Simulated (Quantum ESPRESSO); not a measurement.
## Collinear magnetic orders of Sr2Fe2S2OF2 with Quantum ESPRESSO: run 1 (ferro ++)

Quantum ESPRESSO 7.5; LDA; plane waves with GBRV 1.5 LDA potentials, no spin-orbit coupling.

The signs are those of the starting moments on the seeded atoms, the atoms that are given a moment.

pw.in reads:

```
&CONTROL
  calculation = 'scf'
  prefix = 'pwscf'
  outdir = './tmp'
  pseudo_dir = './pseudo'
  disk_io = 'nowf'
/
&SYSTEM
  ibrav = 0
  celldm(1) = 8
  nat = 9
  ntyp = 5
  ecutwfc = 40
  ecutrho = 280
  nbnd = 59
  occupations = 'smearing'
  smearing = 'fd'
  degauss = 0.00367493
  nspin = 2
  starting_magnetization(1) = 0
  starting_magnetization(2) = 0.25
  starting_magnetization(3) = 0
  starting_magnetization(4) = 0
  starting_magnetization(5) = 0
/
&ELECTRONS
  conv_thr = 1.8d-08
  electron_maxstep = 150
  mixing_beta = 0.3
/
ATOMIC_SPECIES
Sr     87.6200 sr_lda_v1.uspp.F.UPF
Fe     55.8450 fe_lda_v1.5.uspp.F.UPF
S      32.0600 s_lda_v1.4.uspp.F.UPF
O      15.9990 o_lda_v1.2.uspp.F.UPF
F      18.9984 f_lda_v1.4.uspp.F.UPF
CELL_PARAMETERS alat
  -0.4771558464680    0.4771558464680    2.1257056744384
   0.4771558464680   -0.4771558464680    2.1257056744384
   0.4771558464680    0.4771558464680   -2.1257056744384
ATOMIC_POSITIONS crystal
Sr      0.6710000000    0.6710000000    0.0000000000
Sr      0.3290000000    0.3290000000    0.0000000000
Fe      0.0000000000    0.5000000000    0.5000000000
Fe      0.5000000000    0.0000000000    0.5000000000
S       0.0938100000    0.0938100000    0.0000000000
S       0.9061900000    0.9061900000    0.0000000000
O       0.5000000000    0.5000000000    0.0000000000
F       0.2500000000    0.7500000000    0.5000000000
F       0.7500000000    0.2500000000    0.5000000000
K_POINTS automatic
8 8 8 0 0 0
```

The run is started by

```sh
$ OMP_NUM_THREADS=1 mpirun -n 4 pw.x -nk 4 -in pw.in > pw.out
```

Before running it: what should come out for the spin moment in the atom's sphere?

The site moments add up to 6.97 μB, near the cell's 7.77 μB; the rest lies between the atoms. Symmetry leaves 5 kinds of site among the 9 atoms, and equivalent atoms carry values of equal size.

Spin density in the ac plane of the conventional cell at fractional y = 0.000, with atoms of Sr and Fe and S and O and F within 0.2 Å of it.

Valence density in the ac plane of the conventional cell at fractional y = 0.000, with atoms of Sr and Fe and S and O and F within 0.2 Å of it. It is the smooth field of the valence electrons, not physical close to the nuclei.

Spin moment in the atom's sphere by atom:

```csv
atom,spin moment in the atom's sphere (μB)
Sr1,0.01
Sr2,0.01
Fe3,3.12
Fe4,3.12
S5,0.22
S6,0.22
O7,0.28
F8,0.01
F9,0.01
```

Numbers from this step:

| Quantity | Value |
| --- | --- |
| magnetization | 7.772 μB |
| absolute magnetization | 7.8 μB |
| final state | ferromagnetic |

Ten even steps from '0' (0.0 e/Å³) to '9' (4.2 e/Å³), each cell a mean:
```
00000146300000
00000000000000
00000000000000
00000000000000
00000000000000
00000000000000
00000000000000
00000000000000
00000000000000
00000000000000
00000000000000
10000289510000
00000146300000
00000000000000
00000000000000
00000000000000
00000000000000
00000000000000
00000000000000
00000000000000
00000000000000
00000000000000
00000000000000
00000279510000
```
Columns run along a (4.0 Å), rows up along c (18.0 Å), edges of the conventional cell, whose origin can differ from the input's. Atoms in or near the plane, at fractional coordinates: Sr at (0.00, 0.67), Sr at (0.00, 0.33), Fe at (0.50, 0.00), Fe at (0.50, 0.50), S at (0.00, 0.09), S at (0.00, 0.91), O at (0.00, 0.50), F at (0.50, 0.25), F at (0.50, 0.75).

Values in e/Å³, 24 rows by 14 columns, each cell a mean:
```
 0  0  0  0  1  3  9 11  6  2  0  0  0  0
 1  1  1  1  0  0  0  0  0  0  0  1  1  1
 1  1  1  1  0  0  0  0  0  0  0  1  1  1
 1  0  0  0  0  0  0  0  0  0  0  0  0  1
 0  0  0  0  0  0  0  0  0  0  0  0  0  0
 0  0  0  0  1  2  6  8  4  1  0  0  0  0
 1  1  0  0  0  2  4  5  3  1  0  0  1  1
 0  2  2  1  0  0  0  0  0  0  0  1  2  1
 2  2  1  0  0  0  0  0  0  0  0  1  2  2
 0  0  0  0  0  0  0  0  0  0  0  0  0  0
 0  0  0  0  0  0  0  1  0  0  0  0  0  0
 5  3  1  1  1  5 14 16 10  2  0  1  2  4
 4  2  1  0  1  3  9 11  6  1  0  1  1  3
 0  0  0  0  0  0  0  0  0  0  0  0  0  0
 1  0  0  0  0  0  0  0  0  0  0  0  0  0
 1  2  2  1  0  0  0  0  0  0  0  1  2  2
 1  2  2  1  0  0  0  0  0  0  0  1  2  2
 0  0  0  0  1  2  6  8  5  1  0  0  0  0
 0  0  0  0  0  2  4  5  3  1  0  0  0  0
 0  0  0  0  0  0  0  0  0  0  0  0  0  0
 1  1  0  0  0  0  0  0  0  0  0  0  1  1
 1  1  1  1  0  0  0  0  0  0  0  1  1  1
 1  1  1  0  0  0  0  1  0  0  0  1  1  1
 0  0  0  0  1  5 14 16 10  2  0  0  0  0
```
Columns run along a (4.0 Å), rows up along c (18.0 Å), edges of the conventional cell, whose origin can differ from the input's. Atoms in or near the plane, at fractional coordinates: Sr at (0.00, 0.67), Sr at (0.00, 0.33), Fe at (0.50, 0.00), Fe at (0.50, 0.50), S at (0.00, 0.09), S at (0.00, 0.91), O at (0.00, 0.50), F at (0.50, 0.25), F at (0.50, 0.75).

[Logs and program files are shortened in this print: banners, set-up blocks, solver, clock and traceback lines can be left out without a mark of their own.]

[Logs are printed without paths, hosts, clocks, repeated set-up lines and the standing remarks that a program may print on its own settings, such as how far it seeks lower states.]

[Hosts, paths, dates, database ids (printed as entryN), source tags and the programs' standing remarks are cut or masked in the printed files.]

[Where a cell is said to come from a database of computed structures, the database is the Materials Project.]
